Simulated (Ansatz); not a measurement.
**V_Cl (site 1) in K2NaCl3 (P-3m1): charge-transition levels and formation energies**

Charge states of V_Cl (site 1) in K2NaCl3 (P-3m1), set against the band edges. Model: a cell of 54 host atoms with 1 Cl taken out.

Main program and level: Ansatz 0.2.0; place-levels on PBEsol runs: charge-transition levels and formation energies with image-charge correction and potential alignment at the atomic sites.

Most raw output is cut from this account.

### Step 1. The starting structure

The cell holds 53 atoms: 18 K, 9 Na and 26 Cl. Cell: a = 12.754 Å, b = 12.754 Å, c = 10.514 Å, α = 90.0°, β = 90.0°, γ = 120.0°. It derives from K2NaCl3 (space group P-3m1). Nearest the centre at fractional (0.667, 0.667, 0.500): K32 at 3.09 Å, K43 at 3.09 Å, K50 at 3.09 Å, K25 at 3.09 Å, K26 at 3.09 Å, K49 at 3.09 Å, Cl42 at 4.25 Å, Cl6 at 4.25 Å.

Structure file:

```xyz
53
Lattice="12.7542 0.0000 0.0000 -6.3771 11.0455 0.0000 0.0000 0.0000 10.5135" Properties=species:S:1:pos:R:3 pbc="T T T"
K     0.0000    2.4546    7.1259
K     2.1257    1.2273    3.3877
Na    0.0000    0.0000    0.0000
Cl    0.0000    2.4546    1.5168
Cl    2.1257    1.2273    8.9968
Cl    0.0000    0.0000    5.2568
K    -2.1257    6.1364    7.1259
K     0.0000    4.9091    3.3877
Na   -2.1257    3.6818    0.0000
Cl   -2.1257    6.1364    1.5168
Cl    0.0000    4.9091    8.9968
Cl   -2.1257    3.6818    5.2568
K    -4.2514    9.8182    7.1259
K    -2.1257    8.5909    3.3877
Na   -4.2514    7.3637    0.0000
Cl   -4.2514    9.8182    1.5168
Cl   -2.1257    8.5909    8.9968
Cl   -4.2514    7.3637    5.2568
K     4.2514    2.4546    7.1259
K     6.3771    1.2273    3.3877
Na    4.2514    0.0000    0.0000
Cl    4.2514    2.4546    1.5168
Cl    6.3771    1.2273    8.9968
Cl    4.2514    0.0000    5.2568
K     2.1257    6.1364    7.1259
K     4.2514    4.9091    3.3877
Na    2.1257    3.6818    0.0000
Cl    2.1257    6.1364    1.5168
Cl    4.2514    4.9091    8.9968
Cl    2.1257    3.6818    5.2568
K     0.0000    9.8182    7.1259
K     2.1257    8.5909    3.3877
Na    0.0000    7.3637    0.0000
Cl    0.0000    9.8182    1.5168
Cl    2.1257    8.5909    8.9968
Cl    0.0000    7.3637    5.2568
K     8.5028    2.4546    7.1259
K    10.6285    1.2273    3.3877
Na    8.5028    0.0000    0.0000
Cl    8.5028    2.4546    1.5168
Cl   10.6285    1.2273    8.9968
Cl    8.5028    0.0000    5.2568
K     6.3771    6.1364    7.1259
K     8.5028    4.9091    3.3877
Na    6.3771    3.6818    0.0000
Cl    6.3771    6.1364    1.5168
Cl    8.5028    4.9091    8.9968
Cl    6.3771    3.6818    5.2568
K     4.2514    9.8182    7.1259
K     6.3771    8.5909    3.3877
Na    4.2514    7.3637    0.0000
Cl    4.2514    9.8182    1.5168
Cl    6.3771    8.5909    8.9968
```

Screening for the image-charge correction: ε∞ = 2.45, ε0 = (5.79, 5.79, 5.54), from a response run on this crystal (DFPT, PBEsol) at that run's own cell.

The cell's shortest repeat is 10.5 Å.

### Step 2. Charge states

Levels follow from differences of total energies between charge states, each relaxed by itself.

Each atom starts 0.05 Å or so off its site in a random direction: a symmetric start keeps its symmetry, and would miss off-centre moves and Jahn–Teller distortions. Forces are taken at one point at (¼, ¼, ¼). The cell holds 1 electron more than the neutral one, with a uniform background that keeps it neutral on the whole.

The sampling was tested on the host first: at the k-points planned (1x1x1 shifted 0.25 0.25 0.25) its energy lies -0.001 eV an atom from the dense-mesh value, under the bound of 0.02 eV set for this test; that bounds the host's error, not the defect's.

One state's input; the others differ in charge, spin, start and seed, and in occupations where the table says so.

qm1.relax/input.yaml reads:

```yaml
crystal:
  lattice:
    - [4.25140952, 0.0, 0.0]
    - [-2.12570476, 3.68182865, 0.0]
    - [0.0, 0.0, 10.51352333]
  atoms:
    - { symbol: K, position: [0.33333333, 0.66666667, 0.67778039] }
    - { symbol: K, position: [0.66666667, 0.33333333, 0.32221961] }
    - { symbol: Na, position: [0.0, 0.0, 0.0] }
    - { symbol: Cl, position: [0.33333333, 0.66666667, 0.14426665] }
    - { symbol: Cl, position: [0.66666667, 0.33333333, 0.85573335] }
    - { symbol: Cl, position: [0.0, 0.0, 0.5] }
  supercell: [3, 3, 1]
  defects: [{ vacancy: 53 }]
total_charge: -1
basis:
  ecutwfc: 420
  xc_grid: 2
hamiltonian:
  xc: pbesol
kpoints:
  mp_grid: { grid: [1, 1, 1], shift: [0.25, 0.25, 0.25] }
scf:
  occupations: { method: fixed }
  max_iter: 60
output:
  forces: true
  charged_corrections: { epsilon: 2.45, static_epsilon: [5.79, 5.79, 5.54] }
relax:
  f_tol: 0.02
  max_steps: 80
  random_displacement: { amplitude: 0.05, seed: 6292 }
checkpoint:
  write: "../qm1.relax.run"
  compress: false
  write_wavefunctions: true
  write_every: 100000
```

Run with:

```sh
$ ansatz run input.yaml --threads 4 --pin off --max-ram 7536MiB --backend cpu --events-out ev --progress --plain --runs-dir out
```

The relaxed structure is kept and the sampling changed to a 2×2×2 shifted mesh.

The run of this state that the levels use, under PBEsol:

qm1.point/input.yaml reads:

```yaml
crystal:
  checkpoint: "../qm1.relax.run"
  host: checkpoint
total_charge: -1
basis:
  ecutwfc: 420
  xc_grid: 2
hamiltonian:
  xc: pbesol
kpoints:
  mp_grid: { grid: [2, 2, 2], shift: [0.5, 0.5, 0.5] }
scf:
  occupations: { method: fermi_dirac, width: 0.01 }
  max_iter: 60
output:
  forces: true
  eigenvalues: true
  charged_corrections:
    epsilon: 2.45
    static_epsilon: [5.79, 5.79, 5.54]
    defect_position: [0.666667, 0.666667, 0.5]
  eigenstates: { localisation: true }
  populations: true
  band_densities: [{ bands: [v1, v1] }, { bands: [c1, c1] }]
  write_density: true
  write_potential: true
  volumetric_format: npy
  elf: true
checkpoint:
  read: "../qm1.relax.run"
  write: "../qm1.point.run"
  compress: false
  write_wavefunctions: false
  write_every: 100000
```

Relaxations under PBEsol at one point at (¼, ¼, ¼); times on 4 threads of Arm Neoverse V1, shared host:

| charge | moment (μB) | occupations | outcome | steps | largest displacement against the far atoms (Å) | time |
| --- | --- | --- | --- | --- | --- | --- |
| −1 | 0 | fixed | converged | 4 | 0.09 | 75 s |
| 0 | 1 | fixed | converged | 3 | 0.02 | 2.1 min |
| +1 | 0 | fixed | converged | 4 | 0.21 | 69 s |
| −1 | 2 | fixed | converged | 3 | 0.03 | 2.2 min |

Single points under PBEsol at a 2×2×2 shifted mesh; times on 4 threads of Arm Neoverse V1, shared host:

| charge | moment (μB) | occupations | outcome | time |
| --- | --- | --- | --- | --- |
| −1 | 0 | fermi-dirac | converged | 2.3 min |
| 0 | 1 | fermi-dirac | converged | 6 min |
| +1 | 0 | fermi-dirac | converged | 2 min |
| −1 | 2 | fermi-dirac | converged | 6.8 min |

Distances (Å) from the ideal centre to the nearest atoms after relaxation with PBEsol:

| charge | moment (μB) | 1. | 2. | 3. | 4. | 5. | 6. |
| --- | --- | --- | --- | --- | --- | --- | --- |
| −1 | 0 | K 3.00 | K 3.00 | K 3.00 | K 3.00 | K 3.00 | K 3.01 |
| −1 | 2 | K 3.07 | K 3.07 | K 3.08 | K 3.08 | K 3.10 | K 3.11 |
| 0 | 1 | K 3.09 | K 3.10 | K 3.10 | K 3.10 | K 3.10 | K 3.10 |
| +1 | 0 | K 3.29 | K 3.29 | K 3.29 | K 3.30 | K 3.30 | K 3.30 |

### Step 3. Placing the levels, PBEsol

A charged cell interacts with its images and the background, and its potential has another zero than the host's. place-levels removes the first by a point-charge model, screened by the static dielectric constant since the ions have relaxed around the charge, and the second by comparing potentials at atoms far from the defect.

The host is a run of the defect-free crystal in the same cutoffs, grids and k-points, so that basis and sampling errors cancel in part in the differences. The host is run in a cell of 6 atoms on a matching mesh. Its band edges are searched through the zone by a band path, so the gap is smaller than, or equal to, that on the mesh. Chemical potentials are energies per atom of Cl (Cl2 molecule), run with the same functional and cutoff.

levels.point.yaml reads:

```yaml
host:
  run: host.point.run
states: [qm1.point.run, q0_M1.point.run, qp1.point.run, qm1_M2.point.run]
geometry_from:
  qm1.point.run: qm1.relax.run
  q0_M1.point.run: q0_M1.relax.run
  qp1.point.run: qp1.relax.run
  qm1_M2.point.run: qm1_M2.relax.run
  host.point.run: host.relax.run
chemical_potentials:
  Cl:
    energy: -1060.711994
    dataset: "<sha256 of the dataset>"
epsilon: 2.45
static_epsilon: [5.79, 5.79, 5.54]
vertical:
  - { from: qm1.point.run, to: qm1.point_neutral.run }
  - { from: qp1.point.run, to: qp1.point_neutral.run }
  - { from: qm1_M2.point.run, to: qm1_M2.point_neutral.run }
```

Run with:

```sh
$ ansatz place-levels levels.point.yaml -- --threads 4 --pin off --max-ram 7536MiB
```

Run time: 0.41 s. Hardware: 4 threads of Arm Neoverse V1, shared host.

Levels between the charges placed, in eV above the valence top:

|  | gap (eV) | (+1/0) | (0/−1) |
| --- | --- | --- | --- |
| PBEsol | 4.99 | 3.99 | 5.16 |

Corrections by state:

| charge | moment (μB) | image terms and alignment (eV) | band filling (eV) | ε used | over the lowest of its charge, as the program ranks them, band filling apart (eV) |
| --- | --- | --- | --- | --- | --- |
| +1 | 0.0 | 0.200 | - | principal values (5.54, 5.79, 5.79) | 0.000 |
| 0 | 1.0 | 0.000 | - | - | 0.000 |
| −1 | 0.0 | 0.390 | -0.035 | principal values (5.54, 5.79, 5.79) | 0.000 |
| −1 | 2.0 | 0.335 | - | principal values (5.54, 5.79, 5.79) | 0.554 |

The charged structures listed were also run neutral, and place-levels reads from each pair, by the potential or the spins, how wide the charge is by which they differ; that can be the carrier of either run.

| charge | rms radius (Å) | spread where it is widest against the cell (Å) | wide from (Å) | reading |
| --- | --- | --- | --- | --- |
| +1 | 2.1 | 1.23 | 1.82 | narrow |
| −1 | 3.3 | 1.97 | 1.82 | wide |

The neutral runs of these pairs need not share the spin of the lowest neutral state, and very wide values only mean spread over the cell.

From the program's caveats on the states, each cut to its opening words:

- charge +1: its displacements don't fall off away from the defect: farther atoms stand 0.058 Å off the host's places
- charge −1: it parts from the run at its places by a charge that spreads by about 2 Å along one vector (1.8 Å or more is wide), by its potential at epsilon 2.45, taken for [...]
- charge −1: a band-filling correction moves a carrier to the host's band edge, which changes its energy by -0.035 eV
- charge −1: its displacements don't fall off away from the defect: farther atoms stand 0.018 Å off the host's places
- charge −1 (2 μB): it parts from the run at its places by a charge that spreads by about 4.6 Å along one vector (1.9 Å or more is wide), by its potential at epsilon 2.45, taken [...]
- charge −1 (2 μB): its moments are held at its close (magnetization.spin_locking), by a field of 0.331 eV a Bohr magneton, and its energy and levels are of the state that this [...]

Chemical potentials of the elements' reference phases, run alike. Formation energy by charge state (elemental references; gap 4.99 eV):

| charge | at valence top (eV) | at conduction bottom (eV) | correction included (eV) |
| --- | --- | --- | --- |
| +1 | 0.48 | 5.47 | 0.20 |
| 0 | 4.48 | 4.48 | 0.00 |
| −1 | 9.64 | 4.65 | 0.36 |

```json
{"Fermi level (eV)": "0.00", "lowest formation energy (eV)": "0.48"}
{"Fermi level (eV)": "0.45", "lowest formation energy (eV)": "0.94"}
{"Fermi level (eV)": "0.91", "lowest formation energy (eV)": "1.39"}
{"Fermi level (eV)": "1.36", "lowest formation energy (eV)": "1.84"}
{"Fermi level (eV)": "1.81", "lowest formation energy (eV)": "2.30"}
{"Fermi level (eV)": "2.27", "lowest formation energy (eV)": "2.75"}
{"Fermi level (eV)": "2.72", "lowest formation energy (eV)": "3.21"}
{"Fermi level (eV)": "3.18", "lowest formation energy (eV)": "3.66"}
{"Fermi level (eV)": "3.63", "lowest formation energy (eV)": "4.11"}
{"Fermi level (eV)": "4.08", "lowest formation energy (eV)": "4.48"}
{"Fermi level (eV)": "4.54", "lowest formation energy (eV)": "4.48"}
{"Fermi level (eV)": "4.99", "lowest formation energy (eV)": "4.48"}
```

### Step 4. The same at the relaxations' own k-points

The relaxations' own energies give the levels at their sampling, for comparison.

levels.relax_mesh.yaml reads:

```yaml
host:
  run: host.relax.run
states: [qm1.relax.run, q0_M1.relax.run, qp1.relax.run, qm1_M2.relax.run]
chemical_potentials:
  Cl:
    energy: -1060.711994
    dataset: "<sha256 of the dataset>"
```

Run with:

```sh
$ ansatz place-levels levels.relax_mesh.yaml -- --threads 4 --pin off --max-ram 7536MiB
```

Wall time 0.12 s (4 threads).

Levels between neighbouring charges, in eV above the valence top:

|  | gap (eV) | (+1/0) | (0/−1) |
| --- | --- | --- | --- |
| one point at (¼, ¼, ¼) | 4.99 | 4.01 | 5.11 |
| a 2×2×2 shifted mesh | 4.99 | 3.99 | 5.16 |

Going from one point at (¼, ¼, ¼) to a 2×2×2 shifted mesh moves the levels that carry no band-filling term by up to 0.02 eV and formation energies against the elements by up to 0.03 eV; band-filling terms, which differ between samplings, are in these energies.

### Step 5. Another choice

In this try the input is made faulty on purpose, to show what that does.

Another version of the file is tried.

levels.try0.yaml is levels.point.yaml with these lines changed:

```diff
-  Cl:
-    energy: -1060.711994
-    dataset: "<sha256 of the dataset>"
+  Cl: -1060.711994
```

Run with:

```sh
$ ansatz place-levels levels.try0.yaml -- --threads 4 --pin off --max-ram 7536MiB
```

The change: chemical potentials as bare numbers.

The command refused this file.

### Step 6. What came out

| Item | Value |
| --- | --- |
| gap of the host | 4.99 eV (PBEsol) |
| level (plus 1/0) | 3.99 eV above the valence top |
| level (0/minus 1) | 5.16 eV above the valence top, past the conduction bottom (5.20 eV above the valence top without the band-filling term) |
| lowest of the charges placed, just above the valence top (0.02 eV) | +1 |
| lowest of the charges placed, just below the conduction bottom (0.02 eV) | 0 |
| lowest formation energy at mid-gap of the charges run, elemental references | 2.98 eV |

**Reading.** Of the charges placed (−1, 0 and +1), the lowest changes at 3.99 eV (+1/0) above the valence top, in a gap of 4.99 eV. Charges above +1 were not placed, so these runs say nothing of levels that involve them. States placed: +1 at 0 μB; 0 at 1 μB; −1 at 0 μB and 2 μB. Other spin states or structures, where not listed, weren't placed. The program finds carriers beyond a band edge of the host and adds a band-filling term at charge −1 (-0.03 eV); steps to such a charge show no bound level, and a defect level inside a band would be read the same way. Going from one point at (¼, ¼, ¼) to a 2×2×2 shifted mesh moves the levels that carry no band-filling term by up to 0.02 eV and formation energies against the elements by up to 0.03 eV; band-filling terms, which differ between samplings, are in these energies. Keep in mind: PBEsol makes the gap too small and tends to spread out bound carriers; where a gas molecule sets a chemical potential or the host's formation energy, its binding is uncorrected.

[Logs are printed without paths, hosts, clocks, repeated set-up lines and the standing remarks that a program may print on its own settings, such as how far it seeks lower states.]

[Hosts, paths, dates, database ids (printed as entryN), source tags and the programs' standing remarks are cut or masked in the printed files.]

[Where a table of states has a column of steps, it counts the stored structures, which are thinned; the runs took as many ionic steps or more.]

[A defect's name tells the site on which it was built; relaxed atoms can leave that site.]

[For some hosts the program warned that the k-mesh of the response run may be too coarse for force constants and the static dielectric constant; such warnings are not shown here.]
